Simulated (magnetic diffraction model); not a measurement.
# HoCd6GaGe5: what an assumed order does to the neutron pattern

Space group P6mm (no. 183), a = 5.6830 Å, c = 8.8780 Å.

```
site  atom    x    y       z
  1a    Ho    0    0  0.9962
  3c    Cd  1/2  1/2  0.7432
  3c    Cd  1/2  1/2  0.2538
  1a    Ge    0    0  0.3345
  2b    Ge  2/3  1/3  0.5027
  2b    Ge  2/3  1/3  0.9977
  1a    Ga    0    0  0.6553
```

The compound is invented for this exercise: a known structure type with other elements, its cell scaled to their sizes and not relaxed.

Only Ho is taken to order (form factors of Ho3+); orders and moment sizes are assumed, and not adapted to the symmetry. Radiation: neutrons of λ = 2.36 Å (absorption by Cd left out), 3° to 85°; isotropic B of 0.55 Å² (Ho), 0.67 Å² (Cd), 0.61 Å² (Ge) and 0.7 Å² (Ga). Simulated constant-wavelength pattern: nuclear and magnetic terms add, the magnetic one as |2.695 fm × Σ f S⊥ exp(2πi Q·r) exp(−B s²)|², summed over all Q at one angle with the factor 1/(sin²θ cos θ). For collinear order S is the moment m, which repeats by lattice and centring translations R with the sign exp(−2πi k·R). Free-ion form factors, Sears's scattering lengths of 1992, no absorption; a label names one of the reflections at its angle. The strongest nuclear line in the range is 100, and lines under 0.2 are left out.

Assume the order k = (0 0 1/2), collinear moments along [100], 6.1 μB on Ho.

Predict the pattern, nuclear and magnetic parts apart.

```
2θ (°)      index  nuclear  magnetic
  7.62  (0 0 1/2)      0.0     118.2
 23.00  (0 0 3/2)      0.0      12.6
 27.75    (1 0 0)      0.7       0.0
 28.81  (1 0 1/2)      0.0      25.4
 30.83    (0 0 2)      0.7       0.0
 36.34  (1 0 3/2)      0.0      20.4
 38.81  (0 0 5/2)      0.0       4.2
 41.95    (1 0 2)      2.8       0.0
 47.00    (0 0 3)      9.0       0.0
 48.38  (1 0 5/2)      0.0      12.9
 49.07    (1 1 0)     77.3       0.0
 49.74  (1 1 1/2)      0.0       7.5
 54.86  (1 1 3/2)      0.0       7.0
 55.45  (0 0 7/2)      0.0       1.9
 55.45    (1 0 3)     28.9       0.0
 57.31    (2 0 0)     36.1       0.0
 57.91  (2 0 1/2)      0.0       5.4
 59.09    (1 1 2)    100.0       0.0
 62.57  (2 0 3/2)      0.0       5.1
 63.11  (1 0 7/2)      0.0       7.8
 64.23    (0 0 4)     27.4       0.0
 64.26  (1 1 5/2)      0.0       5.8
 66.50    (2 0 2)     84.3       0.0
 70.30    (1 1 3)     20.4       0.0
 71.35    (1 0 4)     29.7       0.0
 71.38  (2 0 5/2)      0.0       4.4
 73.47  (0 0 9/2)      0.0       1.0
 77.16  (1 1 7/2)      0.0       4.4
 77.17    (2 0 3)     24.2       0.0
 78.74    (2 1 0)      0.2       0.0
 79.26  (2 1 1/2)      0.0       5.4
 80.24  (1 0 9/2)      0.0       4.8
 83.35  (2 1 3/2)      0.0       5.2
 83.84  (2 0 7/2)      0.0       3.5
 84.85    (1 1 4)     14.7       0.0
```

The strongest magnetic line in the range is (0 0 1/2) at 7.62° (118.2). On top of the Lorentz factor, which all lines share, magnetic lines fade with angle because f falls: for Ho3+ it is 0.96, 0.85, 0.71 and 0.44 at sin θ/λ = 0.1, 0.2, 0.3 and 0.5 Å⁻¹, while nuclear lengths stay constant. The order has no net moment.

[Logs are printed without paths, hosts, clocks, repeated set-up lines and the standing remarks that a program may print on its own settings, such as how far it seeks lower states.]
